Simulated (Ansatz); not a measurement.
# How fast states decay through LiScTl2F6, part 3 of 3

Wanted: the relaxed cell of LiScTl2F6, its band edges and its decay constants. It is built by putting Li for Na in the NaScTl2F6 structure of space group Fm-3m, with the volume rescaled by atomic radii. The parent structure comes from the Materials Project.

Ansatz 0.2.0; LDA DFT, plane waves, PAW files (the session's first sound run).

So far, gap on the k-mesh (eV): step 3 (the bulk crystal and its band edges) 4.12.

The structure was built from a prototype and need not be the compound's stable phase.

## Step 7: A check of the settings

This step: LDA DFT, plane waves, PAW files; complex bands by layer matching along the plane's normal; changed: scf.occupations.method = "fermi_dirac", scf.occupations.width = 0.1, basis.ecutwfc = "500 eV", accuracy = "high" (Ansatz 0.2.0).

This run repeats an earlier one, its twin (the complex run, plane (001)), with four settings changed (scf.occupations.method, scf.occupations.width, basis.ecutwfc, accuracy; files written aside). It is meant to test how the run responds to these settings. Where the input is shown as a difference, that is against the step before, not the twin.

input.yaml reads:

```yaml
crystal:
  lattice:
    - [5.74404231, 0.0, 0.0]
    - [0.0, 5.74404231, 0.0]
    - [2.872021155, 2.872021155, 4.061651269]
  atoms:
    - { symbol: Li, position: [0.5, 0.5, 0.0] }
    - { symbol: Sc, position: [0.0, 0.0, 0.0] }
    - { symbol: Tl, position: [0.25, 0.75, 0.5] }
    - { symbol: Tl, position: [0.75, 0.25, 0.5] }
    - { symbol: F, position: [0.2465735578, 0.7534264422, 0.0] }
    - { symbol: F, position: [0.7534264422, 0.2465735578, 0.0] }
    - { symbol: F, position: [0.2465735578, 0.2465735578, 0.0] }
    - { symbol: F, position: [0.7534264422, 0.7534264422, 0.0] }
    - { symbol: F, position: [0.7534264422, 0.7534264422, 0.4931471156] }
    - { symbol: F, position: [0.2465735578, 0.2465735578, 0.5068528844] }
kpoints:
  mp_grid: { grid: [6, 6, 6] }
scf:
  occupations: { method: fermi_dirac, width: 0.1 }
hamiltonian:
  xc: lda
output:
  eigenvalues: true
  transmission:
    leads: [[0, 0]]
    kpoints: [[0.0, 0.0], [-0.5, -0.5]]
    e_range: [-1.0, 5.12]
    de: 0.12
basis:
  ecutwfc: "500 eV"
accuracy: high
```

The run is started by

```bash
> ansatz run input.yaml --threads 2 --pin off --max-ram 4096MiB --backend cpu --events-out ev --progress --plain --runs-dir out
```

Numbers of over 12 decimals in the logs are rounded to 6 here.

The log of the run:

```text
[...]
Crystal: 10 atoms, lattice volume = 134.010 Å³
Basis set: ecut = 500 eV, 3479 PW (Γ)
Bands: 51, of which v1, the nominal top of the filled ones, is band 41 counted from 1 (40 counted from 0)
Symmetry: 48 space group operations
[...]
k-points: 16 of 216
[...]
SCF iter   1: F=—  HF=-29358.724808 eV  |F-HF|=—  |Δ(HF+E_count)|=         —  Δρ=2.01e-2  dr2=4.15e-1  ethr=1.77e-3  ⟨swp⟩=7.0  Hψ=3330  notcnv=0
[...]
SCF iter   7: F=-29358.601218 eV  HF=-29358.601218 eV  |F-HF|=1.47e-8  |Δ(HF+E_count)|=   2.70e-7  Δρ=3.67e-6  dr2=3.25e-8  ethr=1.22e-10  ⟨swp⟩=7.8  Hψ=2634  notcnv=0
SCF 1 converged in 7 iterations: F = -29358.601218 eV  dr2 = 3.25e-8
[...]
transmission: 6 of 12 steps passed
transmission: 12 of 12 steps passed
SCF converged after 7 iterations
Free energy (F): -29358.601218 eV
[...]
Internal energy: -29358.601218 eV  (E = F + TS)
E sigma→0 (E₀):  -29358.601218 eV
Fermi energy:    7.737683 eV
[...]
--- Band table (eV; the first three rows and the last of 16) ---
  k-point 0: bands = [... 37 lower, 3.6134, 3.6134, 3.6134, 3.7970, 10.7263, 10.7263, 10.7263, 12.6718, ... 6 higher]
  k-point 1: bands = [... 37 lower, 3.5194, 3.6247, 3.8541, 4.2796, 10.7268, 10.7384, 10.7384, 12.1837, ... 6 higher]
  k-point 2: bands = [... 37 lower, 3.2907, 3.6473, 4.9121, 5.1131, 10.6236, 10.7285, 10.7642, 10.7642, ... 6 higher]
  k-point 15: bands = [... 37 lower, 3.3978, 3.3998, 5.3786, 5.4193, 10.4334, 10.6215, 10.7778, 10.7895, ... 6 higher]
--- Transmission ---
  basis      : 349 plane waves across, 6 finite elements along
  points     : 2, as listed
[...]
channels       : 0.000000e0 a spin
[...]
slowest decay  : 0.2646 /Å at (0.0000, 0.0000)
```

Run time: 1.7 min. Hardware: 2 threads of Intel Xeon Platinum 8488C (Sapphire Rapids), shared host; peak memory 1.2 GiB; 2.6 min of CPU time.

This step gave:

* free energy: -29358.6012 eV
* Fermi energy: 7.738 eV
* gap on the k-mesh: 4.118 eV
* level to which the leads are filled: 0 eV from the Fermi level
* decay constant at the filling level, zone centre: 0.2646 Å⁻¹
* decay constant at the filling level, slowest listed point: 0.2646 Å⁻¹

K parallel (0, 0); values up to 1.5 1/Å, a degenerate pair printed once or twice; energies at which all values exceed this have no row. Im kz of the slowest decaying states against energy, zero at the Fermi level:

| energy (eV) | decay 1 (Å⁻¹) | decay 2 (Å⁻¹) | decay 3 (Å⁻¹) | decay 4 (Å⁻¹) |
| --- | --- | --- | --- | --- |
| -1.00 | 0.251 | 0.403 | 0.672 | 0.942 |
| -0.64 | 0.263 | 0.448 | 0.680 | 0.936 |
| -0.40 | 0.267 | 0.473 | 0.684 | 0.901 |
| -0.04 | 0.265 | 0.507 | 0.688 | 0.868 |
| 0.20 | 0.259 | 0.527 | 0.689 | 0.801 |
| 0.56 | 0.244 | 0.554 | 0.690 | 0.744 |
| 0.80 | 0.229 | 0.571 | 0.689 | 0.710 |
| 1.16 | 0.197 | 0.595 | 0.661 | 0.687 |
| 1.40 | 0.168 | 0.610 | 0.627 | 0.684 |
| 1.76 | 0.0976 | 0.573 | 0.632 | 0.678 |
| 2.12 | 0.513 | 0.657 | 0.670 | 0.852 |
| 2.36 | 0.469 | 0.663 | 0.675 | 0.834 |
| 2.72 | 0.391 | 0.651 | 0.725 | 0.794 |
| 2.96 | 0.337 | 0.352 | 0.641 | 0.713 |
| 3.32 | 0.153 | 0.624 | 0.693 | 0.733 |
| 3.56 | 0.610 | 0.722 | 0.762 | 0.779 |
| 3.92 | 0.585 | 0.666 | 0.759 | 0.805 |
| 4.16 | 0.564 | 0.589 | 0.783 | 0.811 |
| 4.52 | 0.438 | 0.523 | 0.808 | 0.821 |
| 4.76 | 0.289 | 0.486 | 0.800 | 0.818 |
| 5.12 | 0.135 | 0.394 | 0.751 | 0.780 |

K parallel (0, 0). Re kz of states that move upwards against energy, zero at the Fermi level:

| energy (eV) | channel 1 (Å⁻¹) | channel 2 (Å⁻¹) | channel 3 (Å⁻¹) |
| --- | --- | --- | --- |
| -1.00 | - | - | - |
| -0.88 | - | - | - |
| -0.64 | - | - | - |
| -0.52 | - | - | - |
| -0.28 | - | - | - |
| -0.16 | - | - | - |
| -0.04 | - | - | - |
| 0.20 | - | - | - |
| 0.32 | - | - | - |
| 0.44 | - | - | - |
| 0.68 | - | - | - |
| 0.80 | - | - | - |
| 1.04 | - | - | - |
| 1.16 | - | - | - |
| 1.28 | - | - | - |
| 1.52 | - | - | - |
| 1.64 | - | - | - |
| 1.76 | - | - | - |
| 2.00 | -0.707 | - | - |
| 2.12 | -0.664 | - | - |
| 2.36 | -0.607 | - | - |
| 2.48 | -0.584 | - | - |
| 2.60 | -0.562 | - | - |
| 2.84 | -0.523 | - | - |
| 2.96 | -0.504 | - | - |
| 3.08 | -0.487 | - | - |
| 3.32 | -0.453 | - | - |
| 3.44 | -0.734 | -0.734 | -0.437 |
| 3.68 | -0.538 | -0.538 | -0.405 |
| 3.80 | -0.484 | -0.484 | -0.389 |
| 3.92 | -0.437 | -0.437 | -0.374 |
| 4.16 | -0.352 | -0.352 | -0.343 |
| 4.28 | -0.328 | -0.312 | -0.312 |
| 4.40 | -0.313 | -0.273 | -0.273 |
| 4.64 | -0.282 | -0.190 | -0.190 |
| 4.76 | -0.267 | -0.142 | -0.142 |
| 5.00 | -0.234 | 0.182 | - |
| 5.12 | -0.215 | 0.310 | - |

K parallel (-0.5, -0.5); values up to 1.5 1/Å, a degenerate pair printed once or twice; energies at which all values exceed this have no row. Im kz of the slowest decaying states against energy, zero at the Fermi level:

| energy (eV) | decay 1 (Å⁻¹) | decay 2 (Å⁻¹) | decay 3 (Å⁻¹) | decay 4 (Å⁻¹) |
| --- | --- | --- | --- | --- |
| -1.000 | 0.530 | 0.584 | 0.717 | 0.857 |
| -0.520 | 0.510 | 0.586 | 0.725 | 0.864 |
| -0.040 | 0.480 | 0.574 | 0.730 | 0.868 |
| 0.440 | 0.437 | 0.553 | 0.731 | 0.869 |
| 1.040 | 0.358 | 0.515 | 0.729 | 0.868 |
| 1.520 | 0.254 | 0.478 | 0.725 | 0.871 |
| 2.000 | 0.438 | 0.717 | 0.793 | 0.892 |
| 2.480 | 0.438 | 0.523 | 0.706 | 0.942 |
| 2.960 | 0.514 | 0.692 | 0.948 | 1.39 |
| 3.440 | 0.0319 | 0.561 | 0.591 | 0.674 |
| 4.040 | 0.262 | 0.583 | 0.644 | 0.715 |
| 4.520 | 0.318 | 0.529 | 0.614 | 0.772 |
| 5.000 | 0.316 | 0.436 | 0.594 | 0.804 |

K parallel (-0.5, -0.5). Table of Re kz of states that move upwards by energy, zero at the Fermi level:

| energy (eV) | channel 1 (Å⁻¹) | channel 2 (Å⁻¹) | channel 3 (Å⁻¹) | channel 4 (Å⁻¹) | channel 5 (Å⁻¹) | channel 6 (Å⁻¹) |
| --- | --- | --- | --- | --- | --- | --- |
| -1.00 | - | - | - | - | - | - |
| -0.64 | - | - | - | - | - | - |
| -0.40 | - | - | - | - | - | - |
| -0.04 | - | - | - | - | - | - |
| 0.20 | - | - | - | - | - | - |
| 0.56 | - | - | - | - | - | - |
| 0.80 | - | - | - | - | - | - |
| 1.16 | - | - | - | - | - | - |
| 1.40 | - | - | - | - | - | - |
| 1.76 | - | - | - | - | - | - |
| 2.12 | -0.585 | 0.188 | - | - | - | - |
| 2.36 | -0.483 | 0.291 | - | - | - | - |
| 2.72 | -0.368 | 0.406 | - | - | - | - |
| 2.96 | -0.463 | -0.281 | -0.179 | 0.311 | 0.493 | 0.595 |
| 3.32 | -0.128 | 0.645 | - | - | - | - |
| 3.56 | -0.662 | 0.111 | - | - | - | - |
| 3.92 | -0.544 | 0.229 | - | - | - | - |
| 4.16 | -0.486 | 0.287 | - | - | - | - |
| 4.52 | -0.412 | 0.362 | - | - | - | - |
| 4.76 | -0.367 | 0.407 | - | - | - | - |
| 5.12 | -0.303 | 0.471 | - | - | - | - |

The filling level or the zero moved, so the decay constant is read at -0.04 eV here and at +2.00 eV in the twin, and the two can't be compared directly.

## Step 8: Summary of results

```yaml
band_gap: 4.12 eV
least_decay_constant_at_mid_gap_normal_to_001: 0.267 Å⁻¹
least_decay_constant_at_mid_gap_normal_to_111: 0.353 Å⁻¹
least_decay_constant_on_a_mesh_normal_to_001: 0.266 Å⁻¹
```

**Reading.** With LDA, the slowest decay at the wavevectors tried is κ = 0.267 Å⁻¹, normal to (001). Through such a film the transmission near mid-gap falls as exp(−2κd), a factor of ten every 4.3 Å. The decay depends on direction: 1.3 times faster normal to (111). A free electron under a barrier of half the gap would need a mass of 0.13 mₑ to decay at this rate. The compound is made up by substitution; its stability against other phases and against distortions of the cell's symmetry was not tested. A semilocal functional narrows gaps, while spin-orbit coupling, left out here, narrows them in compounds of heavy elements, so the error in κ can go either way.

[Logs are printed without paths, hosts, clocks, repeated set-up lines and the standing remarks that a program may print on its own settings, such as how far it seeks lower states.]

[Hosts, paths, dates, database ids (printed as entryN), source tags and the programs' standing remarks are cut or masked in the printed files.]
